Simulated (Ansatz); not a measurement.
# Lattice dynamics of LaSb (Fm-3m), part 2 of 2

Aim: the phonons of LaSb (Fm-3m) at a cell relaxed beforehand at this level. After the zone centre comes a 4×4×4 q mesh on a 12×12×12 k mesh.

Ansatz 0.2.0; DFT PBEsol, scalar-relativistic, plane waves, PAW; PAW set soft_1.

So far. Step 2 (Linear response at the zone centre): Before it was imposed, the acoustic sum rule was missed by 2.3e-5 eV/Å². Small misses are needed for a sound result but don't prove that mesh and cutoff are converged. The lowest optical mode is real, 126 cm⁻¹.

### 3. The dispersion (continued)

Tetrahedra on a 20×20×20 mesh, mean over bins of 2 cm-1. Interpolated from a 4×4×4 q mesh. The phonon density of states by wavenumber; read off at these points:

wavenumber (cm⁻¹), phonon density of states (1/cm⁻¹/cell) and a bar:
```
      1.0      0.000 
      7.0      0.000 
     11.0      0.000 
     17.0      0.001 
     23.0      0.002 
     27.0      0.004 #
     33.0      0.006 #
     39.0      0.010 ##
     45.0      0.016 ####
     49.0      0.020 ####
     55.0      0.028 ######
     61.0      0.042 #########
     65.0      0.046 ##########
     71.0      0.051 ###########
     75.0      0.051 ###########
     77.0      0.051 ###########
     81.0      0.046 ##########
     87.0      0.044 ##########
     93.0      0.045 ##########
     97.0      0.043 ##########
    103.0      0.032 #######
    109.0      0.080 ##################
    113.0      0.028 ######
    119.0      0.081 ##################
    125.0      0.113 #########################
    127.0      0.119 ###########################
    131.0      0.099 ######################
    135.0      0.120 ###########################
    137.0      0.135 ##############################
    141.0      0.052 ###########
    147.0      0.028 ######
    151.0      0.015 ###
    157.0      0.001
```

Phonopy on the run's constants, 15x15x15 mesh, Gaussian sigma 2.0 cm-1. Interpolated from a 4×4×4 q mesh. Partial phonon density of states against wavenumber; read off at these points; values in 1/cm⁻¹/cell:

```tsv
wavenumber (cm⁻¹)	La	Sb
-5.0	3.6e-6	3.6e-6
0.0	9.0e-5	8.0e-5
5.0	0	0
10.0	6.0e-5	5.5e-5
15.0	6.4e-4	5.6e-4
20.0	6.9e-4	6.0e-4
25.0	0.00187	0.00164
30.0	0.00239	0.00209
35.0	0.00395	0.00348
40.0	0.00603	0.00535
45.0	0.00859	0.00759
50.0	0.0115	0.0104
55.0	0.0149	0.0139
60.0	0.0201	0.0194
65.0	0.0238	0.0229
70.0	0.0249	0.0237
75.0	0.0257	0.0242
80.0	0.0252	0.0218
85.0	0.0228	0.0181
90.0	0.0278	0.0196
95.0	0.0268	0.0163
100.0	0.0175	0.0153
105.0	0.0146	0.0296
110.0	0.0203	0.0408
115.0	0.0255	0.0425
120.0	0.0317	0.0463
125.0	0.0509	0.0588
126.0	0.0546	0.0608
130.0	0.052	0.0523
135.0	0.0619	0.0537
136.3	0.0644	0.0519
140.0	0.0412	0.0247
145.0	0.0214	0.0135
150.0	0.0110	0.00789
155.0	0.00430	0.00319
160.0	2.6e-4	2.0e-4
165.0	0	0
```

Second derivatives of the energy by pair, one row for each kind of neighbour of each atom listed. Each entry sums the pair over the periodic images of the supercell that the q mesh stands for, and in a polar crystal it holds the long-range dipole part too. Force constants by pair, by row:

```tsv
atom	neighbour	distance (Å)	third of the trace (eV/Å²)	along the pair's line (eV/Å²)
La1	itself	0	6.065	–
La1	Sb	3.226	-0.751	-1.768
La1	La	4.563	-0.1097	-0.6225
La1	Sb	5.588	-0.0249	0.0152
La1	La	6.452	-0.1229	-0.3787
La1	Sb	7.214	0.0347	0.1203
Sb2	itself	0	5.294	–
Sb2	La	3.226	-0.751	-1.768
Sb2	Sb	4.563	-0.0327	-0.2629
Sb2	La	5.588	-0.0249	0.0152
Sb2	Sb	6.452	-0.1216	-0.3269
Sb2	La	7.214	0.0347	0.1203
```

Harmonic thermodynamic functions per atom, from the density of states. Interpolated from a 4×4×4 q mesh. Thermodynamic functions, by row:

```tsv
T (K)	F_vib (meV/atom)	S (J/mol-atom/K)	C_V (J/mol-atom/K)
0	19.45	0	0
50	18.39	6.685	12.58
100	11.76	18.45	20.53
200	-16.16	33.99	23.71
300	-56.77	43.76	24.39
400	-106	50.82	24.63
500	-161.6	56.33	24.74
600	-222.4	60.84	24.8
700	-287.5	64.67	24.84
800	-356.2	67.99	24.86
900	-428.2	70.92	24.88
1000	-503.1	73.54	24.89
```

Harmonic mean-square displacement, third of the trace. Interpolated from a 4×4×4 q mesh. Mean square displacements, by row:

```tsv
T (K)	La1 U_eq (Å²)	Sb2 U_eq (Å²)
0	0.00133	0.00149
100	0.00275	0.00301
300	0.0075	0.00818
600	0.01486	0.0162
```

Symmetry leaves 8 wavevectors to solve. The lowest mode among them, the acoustic zeros apart, lies at q = (0, 0.25, 0.25) and is real, 38.9 cm⁻¹.

### 4. Isotope substitution

An isotope changes the mass and not the force constants, so no new electronic calculation is needed; the shifts show which modes move this element.

The same force constants with the mass of Sb changed from 121.760 to 122.904 u (phonopy, no LO-TO term). Both lists are sorted by frequency; levels can cross, so a row need not hold one and the same mode. Modes under 3 cm⁻¹ are left out. Isotope shifts, by row:

```tsv
q	rank	natural mass (cm⁻¹)	changed mass (cm⁻¹)
0 0 0	4	125.7	125.4
0 0 0	5	125.7	125.4
0 0 0	6	125.7	125.4
0 0 0.25	1	58.6	58.49
0 0 0.25	2	58.6	58.49
0 0 0.25	3	77.05	76.86
0 0 0.25	4	124.3	124
0 0 0.25	5	124.3	124
0 0 0.25	6	154.9	154.6
0 0 -0.5	1	97.02	97.02
0 0 -0.5	2	97.02	97.02
0 0 -0.5	3	107.6	107.1
0 0 -0.5	4	107.6	107.1
0 0 -0.5	5	125.1	124.5
0 0 -0.5	6	142.8	142.8
0 0.25 0.25	1	38.91	38.82
0 0.25 0.25	2	38.91	38.82
0 0.25 0.25	3	102.2	101.9
0 0.25 0.25	4	129.1	128.7
0 0.25 0.25	5	129.5	129.2
0 0.25 0.25	6	129.5	129.2
```

A mode of this element alone would shift by -0.47 %. The highest zone-centre frequency without the field goes from 125.7 to 125.4 cm⁻¹ (-0.2 %). The product of the frequency ratios over all optical modes at Γ is 0.993; the product rule, (m/m′)^(3k/2) (M′/M)^(3/2) with k = 1 such atoms and M the mass of the cell, gives 0.993.

### 5. Outcome

```yaml
space_group_within_0p01_a: Fm-3m
volume_per_atom: 33.6 Å³
electronic_character: no gap on this mesh
highest_optical_mode_at_the_zone_centre_no_lo_to_term: 126 cm⁻¹
lowest_optical_zone_centre_mode: 126 cm⁻¹
lowest_mode_on_the_q_mesh_acoustic_modes_at_gamma_apart: 38.9 cm⁻¹
highest_frequency_on_the_path_or_at_a_solved_wavevector: 157 cm⁻¹
zero_point_energy_per_atom: 19.4 meV
heat_capacity_at_300_k: 24.4 J/(mol atoms K)
vibrational_entropy_at_300_k: 43.8 J/(mol atoms K)
debye_temperature_second_moment: 202 K
imaginary_modes_on_the_4x4x4_q_mesh: none
```

**Reading.** The structure is a minimum as far as tested: no mode is imaginary at the 8 irreducible wavevectors of the 4×4×4 mesh, and the softest away from the acoustic zeros lies at 39 cm⁻¹. The optical modes at Γ form one degenerate level at 126 cm⁻¹. With no gap, or one that is small against the smearing, the frequencies hang on the k mesh and the smearing, most of all near Kohn anomalies. A semilocal functional can close a gap that the real compound would have, so the metallic treatment may be an artefact of the level. Spin-orbit coupling is left out, which can matter for the heavy elements here. The PAW files were made for PBE and serve the other functionals too. A phonon run warned that its eigensolver left some bands unconverged in a pass. These are harmonic frequencies at zero temperature: anharmonic shifts, linewidths and thermal expansion are left out.

[Logs are printed without paths, hosts, clocks, repeated set-up lines and the standing remarks that a program may print on its own settings, such as how far it seeks lower states.]

[Hosts, paths, dates, database ids (printed as entryN), source tags and the programs' standing remarks are cut or masked in the printed files.]
